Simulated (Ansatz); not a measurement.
## Moving the knobs of a GW run on KMgF3 (Pm-3m)

A base run on KMgF3 (Pm-3m), then changed inputs.

Calculated with Ansatz 0.2.0; G0W0 on PBE, plane waves, PAW; PAW set soft_1.

**1. Starting point**

It takes space group Pm-3m (No. 221, cubic). The conventional cell has a = 3.986 Å, b = 3.986 Å, c = 3.986 Å, α = 90.00°, β = 90.00°, γ = 90.00°. Nearest to K lie 12 F at 2.82 Å. Nearest to Mg lie 6 F at 1.99 Å. Nearest to F lie 2 Mg at 1.99 Å and 4 K at 2.82 Å. Farther neighbours and most contacts between anions are not listed.

The cell and positions come from the Crystallography Open Database and are kept as given unless a step says otherwise.

**2. The base run: 4×4×4 mesh, 143 empty bands, screening to 100 eV, PAW set soft_1 files**

G0W0 replaces the xc potential by the self-energy, built once from these orbitals. Only a window of levels is corrected, while the sums run over the empty bands that the input names. This step takes PAW set soft_1 files.

The input, input.yaml:

```yaml
crystal:
  lattice:
    - [3.9859, 0.0, 0.0]
    - [0.0, 3.9859, 0.0]
    - [0.0, 0.0, 3.9859]
  atoms:
    - { symbol: K, position: [0.5, 0.5, 0.5] }
    - { symbol: Mg, position: [0.0, 0.0, 0.0] }
    - { symbol: F, position: [0.5, 0.0, 0.0] }
    - { symbol: F, position: [0.0, 0.5, 0.0] }
    - { symbol: F, position: [0.0, 0.0, 0.5] }
kpoints:
  mp_grid: { grid: [4, 4, 4] }
hamiltonian:
  xc: pbe
  pseudopotentials: { kind: paw, azcp: { folder: soft_1 } }
scf:
  occupations: { method: fixed }
gw:
  n_empty_bands: 143
  ecut_chi: 100
  qp_bands: [v2, c2]
  qp_kpoints: band_edges
  screening: { model: contour_deformation }
```

Launch:

```
$ ansatz run input.yaml --threads 3 --pin off --max-ram 92160MiB --backend cuda --events-out ev --progress --plain --runs-dir out --devices 1 --max-vram 13GiB
```

Numbers of over 12 decimals in the logs are rounded to 6 here.

Output:

```text
GPUs: using 1 of 1 available (devices: 1).
Engine: ansatz 0.2.0, x86_64-unknown-linux-gnu
Pseudopotentials: kind: paw
Pseudopotential: K, paw, valence charge 9, recommended cutoff 420 eV (normal), soft_1/K.paw.azcp
Pseudopotential: Mg, paw, valence charge 10, recommended cutoff 420 eV (normal), soft_1/Mg.paw.azcp
Pseudopotential: F, paw, valence charge 7, recommended cutoff 420 eV (normal), soft_1/F.paw.azcp
Functional definition: PBE
  parameter kappa = 0.804
  parameter beta = 0.066725
  exchange = pbe_x(kappa = kappa, mu = beta*pi^2/3)
  correlation = pbe_c(beta = beta)
device memory: the entry about to start is reckoned to put 0.6 GiB on a device that reports 32.1 GiB free (of which the cap on the GPU budget leaves the run 13.0 GiB)
GPU FFT provider: cuFFT
GPU libraries: cuBLAS 13.8.2, cuFFT 12.4.0, cuSOLVER 12.3.4
Crystal: 5 atoms, lattice volume = 63.326 Å³
Basis set: ecut = 420 eV, 1237 PW (Γ)
Bands: 25, of which v1, the nominal top of the filled ones, is band 20 counted from 1 (19 counted from 0)
Symmetry: 48 space group operations
Space group: Pm-3m (ITA 221), of the structure as read, at distance tolerance 4.0e-5 Å
k-points: 10 of 64
Non-local potential: K, projectors of the file, l = 0: 3, l = 1: 2, l = 2: 2
Non-local potential: Mg, projectors of the file, l = 0: 3, l = 1: 2, l = 2: 1
Non-local potential: F, projectors of the file, l = 0: 2, l = 1: 2, l = 2: 1
PAW form: soft (Blöchl's): semilocal exchange-correlation on the pseudo side does not see the compensation charge
PAW one-centre angular grid: K, 110 points (default); XC on 64 Gauss nodes
PAW one-centre angular grid: Mg, 110 points (default); XC on 64 Gauss nodes
PAW one-centre angular grid: F, 110 points (default); XC on 64 Gauss nodes
Initial density: superposition of atomic densities (chi_scale 0.1, normalization cell, long waves kept (reshape's long-wave potential 0.00 eV rms))
Initial wavefunctions: pseudopotential atomic-orbital guess
GPU buffer pool allocated for 19683 grid points (all kernels)
GPU transforms: local potential and band sums: pruned to the plane-wave sphere, on 27×27×27
Functional: x = pbe(κ = 0.804, μ = 0.219515), c = pbe(β = 0.066725)
SCF iter   1: F=—  HF=-5897.934082 eV  |F-HF|=—  |Δ(HF+E_count)|=         —  Δρ=1.38e-1  dr2=9.73e0  ethr=3.10e-3  ⟨swp⟩=4.0  Hψ=1100  notcnv=0  defer=14
preconditioner: auto → Resta (q_TF=auto, 2.527 Å⁻¹)  ε∞=3.6  [insulator: Δε(μ)=4.860 eV  Ē_g=15.867 eV  n_scr=18 (ndim 8)  ℏωp=25.6 eV  f_vac=0.000  ε∞_Penn≈3.6]
SCF iter   2: F=—  HF=-5895.012631 eV  |F-HF|=—  |Δ(HF+E_count)|=    2.92e0  Δρ=4.81e-2  dr2=1.22e0  ethr=3.10e-3  ⟨swp⟩=3.1  Hψ=593  notcnv=0  defer=23
SCF iter   3: F=—  HF=-5894.765576 eV  |F-HF|=—  |Δ(HF+E_count)|=   2.47e-1  Δρ=2.09e-2  dr2=3.30e-1  ethr=3.05e-3  ⟨swp⟩=3.0  Hψ=540  notcnv=0  defer=14
[...]
NSCF: frozen V_eff on 10 k-points
G₀W₀ screening: q 1/10
[... further progress lines ...]
SCF converged after 8 iterations
Free energy (F): -5894.704414 eV
Harris-Foulkes:  -5894.704414 eV  (|F-HF|=2.02e-8)
Internal energy: -5894.704414 eV  (E = F + TS)
E sigma→0 (E₀):  -5894.704414 eV
Fermi energy:    2.822569 eV
--- Per-component energies (eV) ---
  E_band       = -501.006003
  E_kinetic    = 925.286130
  E_local      = -3841.534555  (includes V_loc(G=0)·N_el)
  E_nonlocal   = 468.976609
  E_hartree    = 1369.488562
  E_xc         = -396.727617
  E_vxc        = -500.781031  (∫ρ·V_xc dr)
  E_paw        = -1698.557859  (= ΣΔE_a)
  E_vpaw       = -291.933820  (= ΣTr[D̂ρ^β])
  E_aug_tail   = 0.001871  (compensation charges beyond the density's cutoff)
  E_ewald      = -2721.637555
  E_smearing   = -0.000000  (= −TS)
  E_closure    = 0.000000  (closes the sum)
  Σ components = -5894.704414   (vs F -5894.704414, Δ=0.00e0)
--- Band table (eV; the first three rows and the last of 10) ---
  k-point 0: bands = [... 16 lower, 2.1982, 2.5020, 2.5020, 2.5020, 10.1564, 12.9138, 12.9138, 15.0379, ... 1 higher]
  k-point 1: bands = [... 16 lower, 2.0846, 2.0846, 2.3972, 2.3972, 11.1709, 13.4064, 13.4736, 15.2940, ... 1 higher]
  k-point 2: bands = [... 16 lower, 1.9636, 1.9636, 2.2949, 2.2949, 12.9551, 13.2981, 13.9407, 15.6006, ... 1 higher]
  k-point 9: bands = [... 16 lower, 1.7167, 2.8226, 2.8226, 2.8226, 13.2845, 13.2845, 13.2845, 16.7871, ... 1 higher]
--- G₀W₀: contour deformation, 5 samples at zero and on the imaginary axis and 2 off it, 64 q-points, 143 empty bands' worth ---
  eigenvalues of the whole cell's RPA ε∞ on this k-mesh (on a slab, of 1 + 4πα/V) = 2.0156, 2.0156, 2.0156; static W/v taken at q = 0 is 0.496119
  bands read: the sum over 163 bands ends inside a degenerate multiplet in 4 slots, whose members it reads at an even weight; the widest, k=0: bands 163 to 165 (counted from 1) at 1/3 each
  gw.qp_kpoints: band_edges: 10 of 10 stored k-points solved, in 1 pass; an edge of the gap read off the rows below is read off those points alone
    ik  band        ε_KS         Σx   Σc(E_QP)       V_xc       Z   E_QP_lin       E_QP  E_QP is
     0    19      2.5020   -31.8158     5.3776   -24.0067  0.8150     0.0201     0.0705  root
     0    20      2.5020   -31.8158     5.3776   -24.0067  0.8150     0.0201     0.0705  root
     0    21     10.1564    -7.2035    -3.2905   -11.8817  0.8916    11.5519    11.5442  root
     0    22     12.9138    -5.0359    -3.4188   -10.4619  0.8912    14.9400    14.9209  root
     1    19      2.3972   -31.6275     5.3911   -23.7754  0.8145    -0.1163    -0.0638  root
     1    20      2.3972   -31.6275     5.3911   -23.7754  0.8145    -0.1163    -0.0638  root
     1    21     11.1709    -8.1451    -3.2225   -12.9044  0.8861    12.7177    12.7077  root
     1    22     13.4064    -5.8786    -3.4062   -11.4573  0.8867    15.6024    15.5790  root
[...]
9    19      2.8226   -32.0704     5.4937   -24.1569  0.8133     0.3523     0.4027  root
     9    20      2.8226   -32.0704     5.4937   -24.1569  0.8133     0.3523     0.4027  root
     9    21     13.2845    -6.2326    -3.5404   -11.9028  0.8876    15.4364    15.4144  root
     9    22     13.2845    -6.2326    -3.5404   -11.9028  0.8876    15.4364    15.4144  root
```

The job ended after 11 s (1 × NVIDIA H100 80GB HBM3 (shared by 6 runs) with 3 threads of AMD EPYC 7R13 (Zen 3), shared host; peak memory 1 GiB; 11 s of CPU time).

Reading the cycles: dr2 is the Hartree energy of the density residual (eV), the measure of convergence; HF is the Harris–Foulkes estimate of the energy, which meets the free energy F at convergence.

Numbers from this step:

```
bands summed                                 : 163
RPA ε∞ on this mesh (eigenvalues)            : 2.016, 2.016, 2.016
plane waves in the screening matrix          : 147
q-points in the mesh                         : 64
G0W0 gap on the mesh                         : 11.14 eV
k of the valence top                         : -0.5, -0.5, -0.5
k of the conduction bottom                   : 0, 0, 0
starting gap on the mesh                     : 7.334 eV
Z at the valence top                         : 0.8133
Z at the conduction bottom                   : 0.8916
least direct G0W0 gap on the computed points : 11.47 eV
```

The gap on the mesh goes from 7.33 eV to 11.14 eV, a correction of +3.81 eV. Between the two edge states, bare exchange in place of the xc potential would open the gap by 12.59 eV, and correlation takes back 8.78 eV.

**3. Variant: potentials**

Other atomic data (norm-conserving) test the pseudisation: the cutoff goes from 420 to 1320 eV, with the same valence electrons.

This step: G0W0 on PBE, plane waves, norm-conserving pseudopotentials.

Changes to input.yaml since step 2:

```diff
@@ -15,3 +15,3 @@
   xc: pbe
-  pseudopotentials: { kind: paw, azcp: { folder: soft_1 } }
+  pseudopotentials: { kind: nc }
 scf:
```

Output:

```text
GPUs: using 1 of 1 available (devices: 1).
[...]
GPU FFT provider: cuFFT
GPU libraries: cuBLAS 13.8.2, cuFFT 12.4.0, cuSOLVER 12.3.4
Crystal: 5 atoms, lattice volume = 63.326 Å³
Basis set: ecut = 1320 eV, 6931 PW (Γ)
Bands: 25, of which v1, the nominal top of the filled ones, is band 20 counted from 1 (19 counted from 0)
[... 1 set-up line as in the run before ...]
[...]
k-points: 10 of 64
[...]
GPU buffer pool allocated for 110592 grid points (all kernels)
[...]
SCF iter   1: F=—  HF=-4448.293597 eV  |F-HF|=—  |Δ(HF+E_count)|=         —  Δρ=1.52e-1  dr2=1.05e1  ethr=3.10e-3  ⟨swp⟩=6.6  Hψ=1191  notcnv=0  defer=22
[...]
SCF iter   8: F=-4444.139964 eV  HF=-4444.139964 eV  |F-HF|=1.38e-8  |Δ(HF+E_count)|=   5.71e-8  Δρ=7.54e-6  dr2=1.49e-8  ethr=2.50e-10  ⟨swp⟩=10.3  Hψ=1416  notcnv=0
SCF 1 converged in 8 iterations: F = -4444.139964 eV  dr2 = 1.49e-8
[...]
0    19      2.5597   -31.8313     5.3818   -24.0081  0.8147     0.0672     0.1183  root
     0    20      2.5597   -31.8313     5.3818   -24.0081  0.8147     0.0672     0.1183  root
     0    21     10.1954    -7.1444    -3.2991   -11.8174  0.8914    11.5769    11.5693  root
     0    22     12.9615    -5.0300    -3.4625   -10.4575  0.8906    14.9448    14.9265  root
     1    19      2.4547   -31.6430     5.3951   -23.7783  0.8142    -0.0680    -0.0149  root
     1    20      2.4547   -31.6430     5.3951   -23.7783  0.8142    -0.0680    -0.0149  root
     1    21     11.2103    -8.0884    -3.2312   -12.8417  0.8859    12.7422    12.7324  root
     1    22     13.4543    -5.8744    -3.4526   -11.4544  0.8861    15.6043    15.5818  root
[...]
9    19      2.8812   -32.0815     5.4968   -24.1566  0.8130     0.4021     0.4530  root
     9    20      2.8812   -32.0815     5.4968   -24.1566  0.8130     0.4021     0.4530  root
     9    21     13.3269    -6.2144    -3.5802   -11.8908  0.8871    15.4442    15.4229  root
     9    22     13.3269    -6.2144    -3.5802   -11.8908  0.8871    15.4442    15.4229  root
[key lines of the parts left out:]
SCF converged after 8 iterations
Free energy (F): -4444.139964 eV
Fermi energy:    2.881196 eV
```

The job ended after 17 s (1 × NVIDIA H100 80GB HBM3 (shared by 6 runs) with 3 threads; peak memory 1.3 GiB).

The G0W0 gap on the mesh is 11.116 eV.

Against the base:

```tsv
setting	base	variant
files	PAW set soft_1	norm-conserving
```

```tsv
quantity	variant	base
starting gap on the mesh	7.314	7.334
G0W0 gap on the mesh	11.116	11.142
least direct G0W0 gap on the computed points	11.451	11.474
Z at the valence top	0.813	0.813
Z at the conduction bottom	0.891	0.892
```

**4. Variant: potentials**

This step: G0W0 on PBE, plane waves, PAW.

Changes to input.yaml since step 3:

```diff
@@ -15,3 +15,3 @@
   xc: pbe
-  pseudopotentials: { kind: nc }
+  pseudopotentials: { kind: paw, source: ansatz }
 scf:
```

Output:

```text
GPUs: using 1 of 1 available (devices: 1).
[...]
GPU FFT provider: cuFFT
GPU libraries: cuBLAS 13.8.2, cuFFT 12.4.0, cuSOLVER 12.3.4
Crystal: 5 atoms, lattice volume = 63.326 Å³
Basis set: ecut = 1050 eV, 4945 PW (Γ)
Bands: 25, of which v1, the nominal top of the filled ones, is band 20 counted from 1 (19 counted from 0)
[... 1 set-up line as in the run before ...]
[...]
k-points: 10 of 64
[...]
GPU buffer pool allocated for 91125 grid points (all kernels)
[...]
SCF iter   1: F=—  HF=-5898.440603 eV  |F-HF|=—  |Δ(HF+E_count)|=         —  Δρ=1.46e-1  dr2=1.03e1  ethr=3.10e-3  ⟨swp⟩=5.0  Hψ=1081  notcnv=0  defer=20
[...]
SCF iter   8: F=-5894.547482 eV  HF=-5894.547482 eV  |F-HF|=2.39e-8  |Δ(HF+E_count)|=   1.13e-6  Δρ=7.96e-6  dr2=2.91e-8  ethr=2.50e-10  ⟨swp⟩=10.3  Hψ=1269  notcnv=0
SCF 1 converged in 8 iterations: F = -5894.547482 eV  dr2 = 2.91e-8
[...]
0    19      2.4846   -31.8154     5.3699   -24.0002  0.8148    -0.0119     0.0393  root
     0    20      2.4846   -31.8154     5.3699   -24.0002  0.8148    -0.0119     0.0393  root
     0    21     10.1278    -7.1480    -3.2938   -11.8181  0.8915    11.5118    11.5042  root
     0    22     12.8943    -5.0306    -3.4666   -10.4572  0.8907    14.8725    14.8544  root
     1    19      2.3794   -31.6282     5.3833   -23.7713  0.8143    -0.1474    -0.0942  root
     1    20      2.3794   -31.6282     5.3833   -23.7713  0.8143    -0.1474    -0.0942  root
     1    21     11.1430    -8.0924    -3.2268   -12.8431  0.8860    12.6768    12.6669  root
     1    22     13.3873    -5.8739    -3.4577   -11.4533  0.8862    15.5313    15.5090  root
[...]
9    19      2.8035   -32.0685     5.4857   -24.1495  0.8131     0.3191     0.3702  root
     9    20      2.8035   -32.0685     5.4857   -24.1495  0.8131     0.3191     0.3702  root
     9    21     13.2600    -6.2219    -3.5820   -11.8963  0.8872    15.3736    15.3524  root
     9    22     13.2600    -6.2219    -3.5820   -11.8963  0.8872    15.3736    15.3524  root
[key lines of the parts left out:]
SCF converged after 8 iterations
Free energy (F): -5894.547482 eV
Fermi energy:    2.803473 eV
```

Run time: 15 s. Hardware: 1 × NVIDIA H100 80GB HBM3 (shared by 6 runs) with 3 threads; peak memory 1.2 GiB; 21 s of CPU time.

The G0W0 gap on the mesh is 11.134 eV.

Against the base:

```tsv
setting	base	variant
files	PAW set soft_1	hard PAW
```

```tsv
quantity	variant	base
starting gap on the mesh	7.324	7.334
G0W0 gap on the mesh	11.134	11.142
least direct G0W0 gap on the computed points	11.465	11.474
Z at the valence top	0.813	0.813
Z at the conduction bottom	0.892	0.892
```

**5. Variant: frequency model**

A plasmon pole stands in for the full frequency dependence of the screening; this run shows what that costs in accuracy.

This step: G0W0 on PBE, plane waves, PAW; PAW set soft_1.

Changes to input.yaml since step 4:

```diff
@@ -15,3 +15,3 @@
   xc: pbe
-  pseudopotentials: { kind: paw, source: ansatz }
+  pseudopotentials: { kind: paw, azcp: { folder: soft_1 } }
 scf:
@@ -23,2 +23,2 @@
   qp_kpoints: band_edges
-  screening: { model: contour_deformation }
+  screening: { model: godby_needs }
```

Output:

```text
GPUs: using 1 of 1 available (devices: 1).
[...]
GPU FFT provider: cuFFT
GPU libraries: cuBLAS 13.8.2, cuFFT 12.4.0, cuSOLVER 12.3.4
Crystal: 5 atoms, lattice volume = 63.326 Å³
Basis set: ecut = 420 eV, 1237 PW (Γ)
Bands: 25, of which v1, the nominal top of the filled ones, is band 20 counted from 1 (19 counted from 0)
[... 1 set-up line as in the run before ...]
[...]
k-points: 10 of 64
[...]
GPU buffer pool allocated for 19683 grid points (all kernels)
[...]
SCF iter   1: F=—  HF=-5897.934082 eV  |F-HF|=—  |Δ(HF+E_count)|=         —  Δρ=1.38e-1  dr2=9.73e0  ethr=3.10e-3  ⟨swp⟩=4.0  Hψ=1100  notcnv=0  defer=14
[...]
SCF iter   8: F=-5894.704414 eV  HF=-5894.704414 eV  |F-HF|=2.02e-8  |Δ(HF+E_count)|=   8.34e-7  Δρ=4.99e-6  dr2=1.54e-8  ethr=2.50e-10  ⟨swp⟩=9.2  Hψ=1117  notcnv=0
SCF 1 converged in 8 iterations: F = -5894.704414 eV  dr2 = 1.54e-8
[...]
0    19      2.5020   -31.8158     5.3590   -24.0067  0.8256     0.0201     0.0519  root
     0    20      2.5020   -31.8158     5.3590   -24.0067  0.8256     0.0201     0.0519  root
     0    21     10.1564    -7.2035    -3.2864   -11.8817  0.8964    11.5535    11.5483  root
     0    22     12.9138    -5.0359    -3.4012   -10.4619  0.8992    14.9501    14.9386  root
     1    19      2.3972   -31.6275     5.3695   -23.7754  0.8254    -0.1190    -0.0854  root
     1    20      2.3972   -31.6275     5.3695   -23.7754  0.8254    -0.1190    -0.0854  root
     1    21     11.1709    -8.1451    -3.2124   -12.9044  0.8916    12.7243    12.7178  root
     1    22     13.4064    -5.8786    -3.3801   -11.4573  0.8954    15.6186    15.6050  root
[...]
9    19      2.8226   -32.0704     5.4771   -24.1569  0.8237     0.3533     0.3861  root
     9    20      2.8226   -32.0704     5.4771   -24.1569  0.8237     0.3533     0.3861  root
     9    21     13.2845    -6.2326    -3.5154   -11.9028  0.8953    15.4525    15.4394  root
     9    22     13.2845    -6.2326    -3.5154   -11.9028  0.8953    15.4525    15.4394  root
[key lines of the parts left out:]
SCF converged after 8 iterations
Free energy (F): -5894.704414 eV
Fermi energy:    2.822569 eV
```

It took 12 s on 1 × NVIDIA H100 80GB HBM3 (shared by 6 runs) with 3 threads; peak memory 1.1 GiB; 17 s of CPU time.

The G0W0 gap on the mesh is 11.162 eV.

Against the base:

```tsv
setting	base	variant
frequency model	contour deformation	plasmon pole
```

```tsv
quantity	variant	base
starting gap on the mesh	7.334	7.334
G0W0 gap on the mesh	11.162	11.142
least direct G0W0 gap on the computed points	11.496	11.474
Z at the valence top	0.824	0.813
Z at the conduction bottom	0.896	0.892
```

**6. Results**

```yaml
base: 11.14 eV, 11 s
potentials: 11.12 eV, 17 s
potentials: 11.13 eV, 15 s
frequency_model: 11.16 eV, 12 s
```

Potentials: the gap moves by −0.03 eV (the plane-wave cutoff goes from 420 to 1320 eV). Potentials: the gap moves by −0.01 eV (the plane-wave cutoff goes from 420 to 1050 eV). Frequency model: the gap moves by +0.02 eV. All runs here use a coarse mesh and modest cutoffs; they test settings and are not final values. The 4×4×4 mesh is coarse for this cell (its supercell is 16 Å along the shortest edge). The RPA ε∞ on it, from the PBE start, is 2.02; such meshes misread the long-range screening, most where the gap is narrow. This is the ideal cubic cell; many perovskites, halides above all, are cubic only on average, and local tilts or off-centring can widen the gap.

[Paths, hosts, dates, memory and timing lines, banners, echoed tables and standing remarks are left out of the program output.]

[Logs are printed without paths, hosts, clocks, repeated set-up lines and the standing remarks that a program may print on its own settings, such as how far it seeks lower states.]

[Runs of the session that timed out or met a known fault of the program may be left out.]

[Cells called generated may have been cut or substituted from an entry of the Crystallography Open Database or the Materials Project.]

[Hosts, paths, dates, database ids (printed as entryN), source tags and the programs' standing remarks are cut or masked in the printed files.]
